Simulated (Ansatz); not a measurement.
# TlSe3F (built on the sites of a database entry of TlIO3): a soft mode frozen in

Which phase does TlSe3F (built on the sites of a database entry of TlIO3) fall into along its unstable mode, and how much energy does it gain?

Method: DFT PBEsol, scalar-relativistic, plane waves, PAW, in Ansatz 0.2.0.

The structure was built from a prototype and need not be the compound's stable phase.

## 1. Set-up

Symmetry: R3m, No. 160, trigonal system. The conventional cell has a = 6.857 Å, b = 6.857 Å, c = 8.884 Å, α = 90.00°, β = 90.00°, γ = 120.00°. Nearest to Tl lie 1 F at 2.39 Å. F has 1 Tl at 2.39 Å nearest. Nearest to Se lie 2 Se at 2.41 Å. Farther neighbours and most contacts between anions are not listed.

## 2. Response at finite wavevector

The cell comes from relaxations at this level that are not shown. Stability and thermal properties need the whole zone. Linear response on a 2×2×2 q mesh gives force constants as far as a supercell of that size would, and the tensors from the zone-centre run are typed in so that the long-range dipole term is interpolated apart.

input.yaml

```yaml
crystal:
  lattice:
    - [3.4285232222, 1.9794570636, 2.961194869]
    - [-3.4285232222, 1.9794570636, 2.961194869]
    - [0.0, -3.9589193521, 2.9611913764]
  atoms:
    - { symbol: Tl, position: [-0.104526883, -0.104526883, -0.104526883] }
    - { symbol: F, position: [0.6268922782, 0.6268922782, 0.6268922782] }
    - { symbol: Se, position: [1.0372437745, 0.3890454202, 0.3890454202] }
    - { symbol: Se, position: [0.3890454202, 1.0372437745, 0.3890454202] }
    - { symbol: Se, position: [0.3890454202, 0.3890454202, 1.0372437745] }
kpoints:
  mp_grid: { grid: [6, 6, 6] }
hamiltonian:
  xc: pbesol
scf:
  occupations: { method: fixed }
output:
  eigenvalues: true
phonons:
  method: dfpt
  qmesh: [2, 2, 2]
  temperatures: { t_max: 1000, t_step: 50 }
  qpath:
    path:
      - [[0.0, 0.0, 0.0], [0.5, 0.5, 0.5], [0.53543502, 0.46456498, 0.5]]
      - [[0.5, -0.46456498, 0.46456498], [0.5, 0.0, 0.0], [0.0, 0.0, 0.0], [0.48228249, -0.48228249, 0.0]]
      - [[0.51771751, 0.0, 0.48228249], [0.5, 0.0, 0.5], [0.0, 0.0, 0.0]]
    npoints: 10
  non_analytic_term:
    high_frequency_dielectric_tensor: [[13.0475, 0.0, 0.0], [0.0, 13.0475, 0.0], [0.0, 0.0, 17.5011]]
    born_effective_charges:
      - { species: Tl, tensor: [[1.7195, 0.0, 0.0], [0.0, 1.7195, 0.0], [0.0, 0.0, 3.5285]] }
      - { species: F, tensor: [[-2.4101, 0.0, 0.0], [0.0, -2.4101, 0.0], [0.0, 0.0, -1.9232]] }
      - { species: Se, tensor: [[0.8445, 1.064, 0.8167], [1.064, -0.3841, 0.4715], [1.8943, 1.0937, -0.5351]] }
      - { species: Se, tensor: [[0.8445, -1.064, -0.8167], [-1.064, -0.3841, 0.4715], [-1.8943, 1.0937, -0.5351]] }
      - { species: Se, tensor: [[-0.9984, 0.0, 0.0], [0.0, 1.4588, -0.943], [0.0, -2.1874, -0.5351]] }
    source: "zone-centre run at this cell"
```

Run with:

```console
> ansatz run input.yaml --threads 8 --pin off --max-ram 14336MiB --backend cpu --events-out ev --progress --plain --runs-dir out
```

Numbers of over 12 decimals in the logs are rounded to 6 here.

Log:

```text
Warning: phonons: the dynamical matrix that this run interpolates holds no multipole term above the dipole-dipole one, and a site of this crystal is no centre of inversion, so its interpolated transverse optical and acoustic branches and sound speeds can stay off near Gamma, and the density of states and the thermodynamics with them. What a run solves at a wave vector of phonons.qpoints, Gamma apart, where the deck admits one, is free of this, and under fd what a larger phonons.supercell samples
Engine: ansatz 0.2.0, x86_64-unknown-linux-gnu
Pseudopotentials: kind: paw
Pseudopotential: Tl, paw, valence charge 13, recommended cutoff 420 eV (normal), Tl.paw.azcp
Pseudopotential: F, paw, valence charge 7, recommended cutoff 420 eV (normal), F.paw.azcp
Pseudopotential: Se, paw, valence charge 16, recommended cutoff 420 eV (normal), Se.paw.azcp
Functional definition: PBEsol
  exchange = pbesol_x
  correlation = pbesol_c
Crystal: 5 atoms, lattice volume = 120.579 Å³
Basis set: ecut = 420 eV, 2361 PW (Γ), exchange–correlation on 72×72×72 points (8 copies of the dense FFT grid, shifted against one another)
Bands: 41, of which v1, the nominal top of the filled ones, is band 34 counted from 1 (33 counted from 0)
Symmetry: 6 space group operations
k-points: 32 of 216 (time reversal used)
Non-local potential: Tl, projectors of the file, l = 0: 2, l = 1: 2, l = 2: 2, l = 3: 1
Non-local potential: F, projectors of the file, l = 0: 2, l = 1: 2, l = 2: 1
Non-local potential: Se, projectors of the file, l = 0: 2, l = 1: 2, l = 2: 3, l = 3: 1
PAW form: soft (Blöchl's): semilocal exchange-correlation on the pseudo side does not see the compensation charge
PAW frozen core: Tl, regenerated for the run's functional, and the local potential with it (the file was generated under x = pbe(κ = 0.804, μ = 0.219515), c = pbe(β = 0.066725))
PAW frozen core: F, regenerated for the run's functional, and the local potential with it (the file was generated under x = pbe(κ = 0.804, μ = 0.219515), c = pbe(β = 0.066725))
PAW frozen core: Se, regenerated for the run's functional, and the local potential with it (the file was generated under x = pbe(κ = 0.804, μ = 0.219515), c = pbe(β = 0.066725))
PAW one-centre angular grid: Tl, 590 points (default); XC on 64 Gauss nodes
PAW one-centre angular grid: F, 110 points (default); XC on 64 Gauss nodes
PAW one-centre angular grid: Se, 590 points (default); XC on 64 Gauss nodes
Initial density: superposition of atomic densities (neutral atoms: chi_scale 0, normalization atom), corrected by the library's trained network
Initial wavefunctions: pseudopotential atomic-orbital guess
Functional: x = pbesol(κ = 0.804, μ = 0.123457), c = pbesol(β = 0.046)
SCF iter   1: F=—  HF=-28367.598320 eV  |F-HF|=—  |Δ(HF+E_count)|=         —  Δρ=1.22e-2  dr2=1.63e-1  ethr=1.77e-3  ⟨swp⟩=5.0  Hψ=4509  notcnv=0  defer=145
preconditioner: auto → Resta (q_TF=auto, 2.480 Å⁻¹)  ε∞=4.7  [insulator: Δε(μ)=0.363 eV  Ē_g=10.565 eV  n_scr=26 (ndim 8)  ℏωp=20.3 eV  f_vac=0.039  ε∞_Penn≈4.7]
SCF iter   2: F=—  HF=-28367.568288 eV  |F-HF|=—  |Δ(HF+E_count)|=   3.00e-2  Δρ=6.43e-3  dr2=3.43e-2  ethr=2.39e-4  ⟨swp⟩=2.0  Hψ=2250  notcnv=0  defer=150
SCF iter   3: F=—  HF=-28367.561828 eV  |F-HF|=—  |Δ(HF+E_count)|=   6.46e-3  Δρ=2.10e-3  dr2=7.19e-3  ethr=5.05e-5  ⟨swp⟩=2.0  Hψ=1960  notcnv=0  defer=152
SCF iter   4: F=—  HF=-28367.560308 eV  |F-HF|=—  |Δ(HF+E_count)|=   1.52e-3  Δρ=4.68e-4  dr2=4.57e-4  ethr=1.06e-5  ⟨swp⟩=2.0  Hψ=1925  notcnv=0  defer=155
SCF iter   5: F=—  HF=-28367.560328 eV  |F-HF|=—  |Δ(HF+E_count)|=   2.01e-5  Δρ=1.42e-4  dr2=2.60e-5  ethr=6.72e-7  ⟨swp⟩=2.3  Hψ=2361  notcnv=0  defer=141
SCF iter   6: F=—  HF=-28367.560338 eV  |F-HF|=—  |Δ(HF+E_count)|=   9.66e-6  Δρ=4.55e-5  dr2=2.15e-6  ethr=3.82e-8  ⟨swp⟩=2.0  Hψ=2368  notcnv=0  defer=32
SCF iter   7: F=—  HF=-28367.560337 eV  |F-HF|=—  |Δ(HF+E_count)|=   9.80e-7  Δρ=1.01e-5  dr2=1.04e-7  ethr=3.16e-9  ⟨swp⟩=2.0  Hψ=2368  notcnv=0  defer=32
SCF iter   8: F=—  HF=-28367.560337 eV  |F-HF|=—  |Δ(HF+E_count)|=   1.19e-7  Δρ=2.22e-6  dr2=6.11e-9  ethr=1.53e-10  ⟨swp⟩=2.0  Hψ=1833  notcnv=0  defer=32
SCF iter   9: F=—  HF=-28367.560337 eV  |F-HF|=—  |Δ(HF+E_count)|=   5.92e-9  Δρ=5.08e-7  dr2=4.22e-10  ethr=8.99e-12  ⟨swp⟩=2.1  Hψ=1832  notcnv=0  defer=32
SCF iter  10: F=—  HF=-28367.560337 eV  |F-HF|=—  |Δ(HF+E_count)|=  2.07e-10  Δρ=1.36e-7  dr2=2.90e-11  ethr=1.00e-12  ⟨swp⟩=2.0  Hψ=1599  notcnv=0  defer=32
SCF iter  11: F=-28367.560337 eV  HF=-28367.560337 eV  |F-HF|=3.64e-12  |Δ(HF+E_count)|=  2.18e-11  Δρ=3.25e-8  dr2=1.39e-12  ethr=1.00e-12  ⟨swp⟩=10.9  Hψ=6930  notcnv=0
SCF 1 converged in 11 iterations: F = -28367.560337 eV  dr2 = 1.39e-12
  greatest PAW one-centre occupation: 1.000 electrons in one spin orbital (limit 2), on the Se atom at site 2 (counted from 0), in its partial waves of l = 2
NSCF: frozen V_eff on 32 k-points
NSCF: frozen V_eff on 112 k-points
DFPT response loops at q = (0, 0, 0) (fractional): preconditioner auto → Resta (q_TF=auto, 2.480 Å⁻¹)  ε∞=14.7 (no band partly filled); β = 1.00, the filter's whole step (`scf.mixing.beta` (0.50) is not read by the response loops at its default; to damp them type it under 1.00, their step now; it binds the ground state too); Broyden in place of MSR1
NSCF: frozen V_eff on 224 k-points
DFPT response loops at q = (0, 0, -0.5) (fractional): mixed as the last ones told, above
NSCF: frozen V_eff on 224 k-points
DFPT response loops at q = (0, -0.5, -0.5) (fractional): mixed as the last ones told, above
NSCF: frozen V_eff on 224 k-points
DFPT response loops at q = (-0.5, -0.5, -0.5) (fractional): mixed as the last ones told, above
SCF converged after 11 iterations
Free energy (F): -28367.560337 eV
Harris-Foulkes:  -28367.560337 eV  (|F-HF|=3.64e-12)
Internal energy: -28367.560337 eV  (E = F + TS)
E sigma→0 (E₀):  -28367.560337 eV
Fermi energy:    7.250294 eV
--- Per-component energies (eV) ---
  E_band       = -1259.094001
  E_kinetic    = 888.042575
  E_local      = -9302.268686  (includes V_loc(G=0)·N_el)
  E_nonlocal   = -1379.939431
  E_hartree    = 4378.509821
  E_xc         = -614.933340
  E_vxc        = -534.212373  (∫ρ·V_xc dr)
  E_paw        = -15814.930490  (= ΣΔE_a)
  E_vpaw       = 312.263984  (= ΣTr[D̂ρ^β])
  E_aug_tail   = 0.000262  (compensation charges beyond the density's cutoff)
  E_ewald      = -6525.147107
  E_core_change = 3.106059  (= ΣΔE_core)
  E_smearing   = -0.000000  (= −TS)
  E_closure    = -0.000000  (closes the sum)
  Σ components = -28367.560337   (vs F -28367.560337, Δ=0.00e0)
--- Band table (eV; the first three rows and the last of 32) ---
  k-point 0: bands = [... 30 lower, 4.1261, 5.1715, 5.9349, 5.9349, 7.6674, 9.1724, 9.1724, 12.3355, ... 3 higher]
  k-point 1: bands = [... 30 lower, 4.4810, 5.1154, 5.7807, 6.1211, 7.6631, 9.2238, 9.2249, 11.5861, ... 3 higher]
  k-point 2: bands = [... 30 lower, 4.6363, 5.2491, 5.5542, 6.4898, 7.5838, 9.2457, 9.3023, 10.6822, ... 3 higher]
  k-point 31: bands = [... 30 lower, 4.3802, 4.9185, 7.2503, 7.2503, 8.7328, 9.3882, 9.3882, 11.5890, ... 3 higher]
--- Phonons (Γ-DFPT): 6 representative perturbations + reference (Σ response iterations 20) ---
  ASR residual: 2.008e-5 → 0.000e0 eV/Å²; symmetrization residual: 3.340e-6 eV/Å²
  ASR residual per site (eV/Å²): 1.67e-5 1.77e-5 1.39e-5 1.39e-5 2.01e-5
  Γ frequencies (cm⁻¹): 0.00 0.00 0.00 18.88 18.88 42.15 45.59 45.88 45.88 96.23 96.23 194.34 194.34 237.27 296.58
--- Phonons (arbitrary-q DFPT): 4 irreducible q on the 2×2×2 mesh ---
  q = [0.0000, 0.0000, 0.0000] (star 1, of the zone-centre solve; hermiticity 6.06e-7, symmetrization 1.18e-7): -0.00 -0.00 -0.00 18.88 18.88 42.15 45.59 45.88 45.88 96.23 96.23 194.34 194.34 237.27 296.58
  q = [0.0000, 0.0000, -0.5000] (star 3, 12 solved perturbations in 948 linear systems a pass and spin channel, the states on 112 of 216 k-point pairs; hermiticity 7.75e-7, symmetrization 3.88e-12): -52.29 -14.88 19.39 23.12 33.96 42.91 47.50 65.23 82.34 87.78 113.82 192.66 194.24 262.22 280.84
  q = [0.0000, -0.5000, -0.5000] (star 3, 9 solved perturbations on 112 of 216 k-point pairs; hermiticity 9.64e-7, symmetrization 5.52e-8): -39.81 -32.45 17.51 28.21 37.42 39.42 52.33 67.45 73.17 82.30 114.83 197.87 198.91 250.35 287.72
  q = [-0.5000, -0.5000, -0.5000] (star 1, 6 solved perturbations in 496 linear systems a pass and spin channel, the states on 112 of 216 k-point pairs; hermiticity 1.12e-6, symmetrization 7.36e-8): -39.68 24.17 24.17 26.21 36.42 36.42 58.33 58.33 63.12 76.64 76.64 201.78 201.78 243.92 298.49
  sum rule: each row above includes the acoustic sum rule's correction from the zone centre's row sums; it moved no ω² by more than (0.50 cm⁻¹)²
  mesh force constants: q→R imaginary residual 0.00e0; ASR residual 2.008e-5 → 0.000e0 eV/Å²; symmetrization residual 1.421e-14 eV/Å²
  interpolated dispersion: 74 rows × 15 modes
  density of states and harmonic sums: on the 14×14×14 q-mesh, interpolated from the force constants of a 2×2×2 supercell (with the dipole–dipole term of supplied tensors)
  largest difference from the sums on the solved wave vectors: F 4.72e-2 eV, S 5.87e-5 and C_V 1.15e-5 eV/K
  zero-point energy: 0.089076 eV/cell   skipped modes (ω ≤ 0): 521, of them read as no rigid motion or as one in doubt: 518 (1.866e0 modes/cell left out, lowest -55.97 cm⁻¹)   left out of the sums: 1.24e-1 of the cell's modes: C_V's classical limit lies that fraction below 3 k_B per atom; for a crystal, a wire or a layer, F and S can be off by more, and a phonons.interpolated_qmesh denser along its periods is the remedy for the sampling
```

Elapsed: 67 s, on 8 threads of AMD EPYC 9R45, shared host; peak memory 1.8 GiB; 8.3 min of CPU time.

In the SCF lines HF is the Harris–Foulkes energy and dr2 the Hartree energy of the density residual, in eV; the loop may stop once dr2 is under the threshold and the program's other checks hold. Hψ counts applications of the Hamiltonian.

Numbers from this step:

```
gap on the k-mesh                                       : 0.2787 eV
volume per atom                                         : 24.12 Å³
sum-rule residual before enforcement                    : 2.01e-5 eV/Å²
lowest frequency on the path                            : -52.29 cm⁻¹
point group                                             : 3m
highest frequency on the path or at a solved wavevector : 309.8 cm⁻¹
highest optical mode at the zone centre (no LO-TO term) : 296.6 cm⁻¹
lowest optical zone-centre mode                         : 18.88 cm⁻¹
lowest mode on the q mesh (acoustic modes at Γ apart)   : -52.29 cm⁻¹
```

Frequencies (cm⁻¹) solved at each irreducible wavevector; negative means imaginary. Frequencies by wavevector, by row:

```
q in reciprocal lattice units  star  mode 1  mode 2  mode 3  mode 4  mode 13  mode 14  mode 15
                        0 0 0     1       0       0       0    18.9    194.3    237.3    296.6
                     0 0 -0.5     3   -52.3   -14.9    19.4    23.1    194.2    262.2    280.8
                  0 -0.5 -0.5     3   -39.8   -32.5    17.5    28.2    198.9    250.3    287.7
               -0.5 -0.5 -0.5     1   -39.7    24.2    24.2    26.2    201.8    243.9    298.5
```

Interpolated from a 2×2×2 q mesh, with the LO-TO term (at Γ the limit along the path; where Γ stands inside the path, tables give the limit on arrival). The phonon branches at the labelled points (cm⁻¹):

```
     point  branch 1  branch 2  branch 3  branch 4  branch 12  branch 13  branch 14  branch 15
         Γ         0         0         0        19        194        194        241        310
   halfway        10        18        18        30        198        198        247        299
         T       -40        24        24        26        202        202        244        298
   halfway       -40        24        24        25        202        202        244        298
        H2       -40        21        24        25        202        202        244        298
jump to H0       -40        21        24        25        202        202        244        298
   halfway       -38       -26        20        25        196        199        252        287
         L       -52       -15        19        23        193        194        262        281
   halfway       -36         9        13        27        194        194        248        294
         Γ         0         0         0        19        194        194        239        302
   halfway       -45        -9        20        27        192        197        254        283
        S0       -40       -32        18        28        198        199        250        288
jump to S2       -40       -32        18        28        198        199        250        288
   halfway       -40       -32        18        28        198        199        250        288
         F       -40       -32        18        28        198        199        250        288
   halfway       -25        -8        18        26        195        196        248        296
         Γ         0         0         0        19        194        194        240        306
```

Symmetry leaves 4 wavevectors to solve. The lowest mode among them, the acoustic zeros apart, lies at q = (0, 0, -0.5) and is imaginary, 52.3i cm⁻¹, so the energy falls along it.

## 3. The mode frozen in, largest atomic shift 0 Å

The mode followed lies at q = (0, -0.5, -0.5) with frequency 39.8i cm⁻¹, one of the unstable modes though not the softest. At small amplitude the distorted cell has space group no. 7 by a symmetry search on the positions. The undistorted cell that holds it gives the zero of energy on the same k mesh.

System of this step: TlSe3F (built on the sites of a database entry of TlIO3). It takes space group R3m (No. 160, trigonal). Conventional cell: a = 6.857 Å, b = 6.857 Å, c = 8.884 Å, α = 90.00°, β = 90.00°, γ = 120.00°. Nearest to Tl lie 1 F at 2.39 Å. Nearest to F lie 1 Tl at 2.39 Å. Se has 2 Se at 2.41 Å nearest. Se has 2 Se at 2.41 Å nearest. Farther neighbours and most contacts between anions are not listed.

input.yaml

```yaml
crystal:
  lattice:
    - [3.4285232222, 1.9794570636, 2.961194869]
    - [-3.4285232222, 5.9383764157, 3.4926e-06]
    - [-3.4285232222, -1.9794622884, 5.9223862454]
  atoms:
    - { symbol: Tl, position: [0.895473117, 0.0, 0.895473117] }
    - { symbol: Tl, position: [0.895473117, 0.5, 0.395473117] }
    - { symbol: F, position: [0.6268922782, 0.0, 0.6268922782] }
    - { symbol: F, position: [0.6268922782, 0.5, 0.1268922782] }
    - { symbol: Se, position: [0.0372437745, 0.0, 0.3890454202] }
    - { symbol: Se, position: [0.0372437745, 0.5, 0.8890454202] }
    - { symbol: Se, position: [0.3890454202, 0.8240991771, 0.2131445973] }
    - { symbol: Se, position: [0.3890454202, 0.3240991771, 0.7131445973] }
    - { symbol: Se, position: [0.3890454202, 0.1759008229, 0.2131445973] }
    - { symbol: Se, position: [0.3890454202, 0.6759008229, 0.7131445973] }
kpoints:
  mp_grid: { grid: [6, 6, 4] }
hamiltonian:
  xc: pbesol
scf:
  occupations: { method: gaussian, width: 0.02 }
output:
  forces: true
  stress: true
  eigenvalues: true
```

Log:

```text
[...]
Crystal: 10 atoms, lattice volume = 241.158 Å³
Basis set: ecut = 420 eV, 4717 PW (Γ), exchange–correlation on 72×96×96 points (8 copies of the dense FFT grid, shifted against one another)
Bands: 82, of which v1, the nominal top of the filled ones, is band 68 counted from 1 (67 counted from 0)
Symmetry: 4 space group operations
[...]
k-points: 56 of 144 (time reversal used)
[...]
k-point 0: bands = [... 64 lower, 5.9347, 5.9349, 6.0683, 7.1749, 7.6675, 7.7328, 8.8810, 9.1723, ... 7 higher]
  k-point 1: bands = [... 64 lower, 5.9647, 6.0021, 6.0871, 6.8880, 7.7071, 7.7086, 8.9114, 9.1530, ... 7 higher]
  k-point 2: bands = [... 64 lower, 6.0982, 6.0982, 6.3300, 6.3300, 7.7311, 7.7311, 9.0915, 9.0915, ... 7 higher]
  k-point 55: bands = [... 64 lower, 6.0681, 6.0681, 7.1750, 7.1750, 7.7329, 7.7329, 8.8810, 8.8810, ... 7 higher]
[key lines of the parts left out:]
SCF converged after 8 iterations
Free energy (F): -56735.120613 eV
Fermi energy:    7.389339 eV
P = ⅓ Tr σ = 0.0013 GPa (0.013 kbar)
```

Wall time 3.3 s (8 threads); peak memory 1.5 GiB; 25 s of CPU time.

This step gave:

```yaml
pressure: 0.001265 GPa
energy_from_the_undistorted_cell: 0 meV/atom
```

The run ends at a pressure of 0.00 GPa, with forces up to 0.0014 eV/Å.

## 4. The mode frozen in, largest atomic shift 0.32 Å

The atoms are moved along the unstable eigenvector, the largest shift by 0.32 Å, with the cell fixed.

input.yaml

```yaml
crystal:
  lattice:
    - [3.4285232222, 1.9794570636, 2.961194869]
    - [-3.4285232222, 5.9383764157, 3.4926e-06]
    - [-3.4285232222, -1.9794622884, 5.9223862454]
  atoms:
    - { symbol: Tl, position: [0.895473117, 0.0051211646, 0.895473117] }
    - { symbol: Tl, position: [0.895473117, 0.4948788354, 0.395473117] }
    - { symbol: F, position: [0.6268922782, 0.0466673228, 0.6268922782] }
    - { symbol: F, position: [0.6268922782, 0.4533326772, 0.1268922782] }
    - { symbol: Se, position: [0.0372437745, -0.0328139016, 0.3890454202] }
    - { symbol: Se, position: [0.0372437745, 0.5328139016, 0.8890454202] }
    - { symbol: Se, position: [0.4030874558, 0.8350968609, 0.1954369618] }
    - { symbol: Se, position: [0.3750033846, 0.3131014934, 0.7308522329] }
    - { symbol: Se, position: [0.3750033846, 0.1868985066, 0.2308522329] }
    - { symbol: Se, position: [0.4030874558, 0.6649031391, 0.6954369618] }
kpoints:
  mp_grid: { grid: [6, 6, 4] }
hamiltonian:
  xc: pbesol
scf:
  occupations: { method: gaussian, width: 0.02 }
output:
  forces: true
  stress: true
  eigenvalues: true
```

Log:

```text
[...]
Crystal: 10 atoms, lattice volume = 241.158 Å³
Basis set: ecut = 420 eV, 4717 PW (Γ), exchange–correlation on 72×96×96 points (8 copies of the dense FFT grid, shifted against one another)
Bands: 82, of which v1, the nominal top of the filled ones, is band 68 counted from 1 (67 counted from 0)
Symmetry: 2 space group operations
[...]
k-points: 56 of 144 (time reversal used)
[...]
k-point 0: bands = [... 64 lower, 5.9123, 6.0166, 6.0754, 7.2053, 7.6526, 7.8258, 8.6262, 8.8870, ... 7 higher]
  k-point 1: bands = [... 64 lower, 5.9570, 6.0127, 6.1655, 6.9131, 7.7295, 7.8270, 8.7056, 8.9290, ... 7 higher]
  k-point 2: bands = [... 64 lower, 6.0786, 6.0786, 6.4124, 6.4124, 7.8221, 7.8221, 8.9592, 8.9592, ... 7 higher]
  k-point 55: bands = [... 64 lower, 6.0923, 6.0923, 7.1676, 7.1676, 7.7274, 7.7274, 8.7993, 8.7993, ... 7 higher]
[key lines of the parts left out:]
SCF converged after 9 iterations
Free energy (F): -56735.152943 eV
Fermi energy:    7.344129 eV
P = ⅓ Tr σ = -0.2356 GPa (-2.356 kbar)
```

The job ended after 3.4 s (8 threads; peak memory 1.5 GiB).

This step gave:

- pressure: -0.2356 GPa
- gap on the k-mesh: 0.1228 eV
- energy from the undistorted cell: -3.233 meV/atom

The energy, extrapolated to zero smearing, is -3.23 meV/atom against the undistorted cell.

The run ends at a pressure of -0.24 GPa, with forces up to 0.25 eV/Å.

(Part 1 of 3 ends here.)

[Logs are printed without paths, hosts, clocks, repeated set-up lines and the standing remarks that a program may print on its own settings, such as how far it seeks lower states.]

[Hosts, paths, dates, database ids (printed as entryN), source tags and the programs' standing remarks are cut or masked in the printed files.]
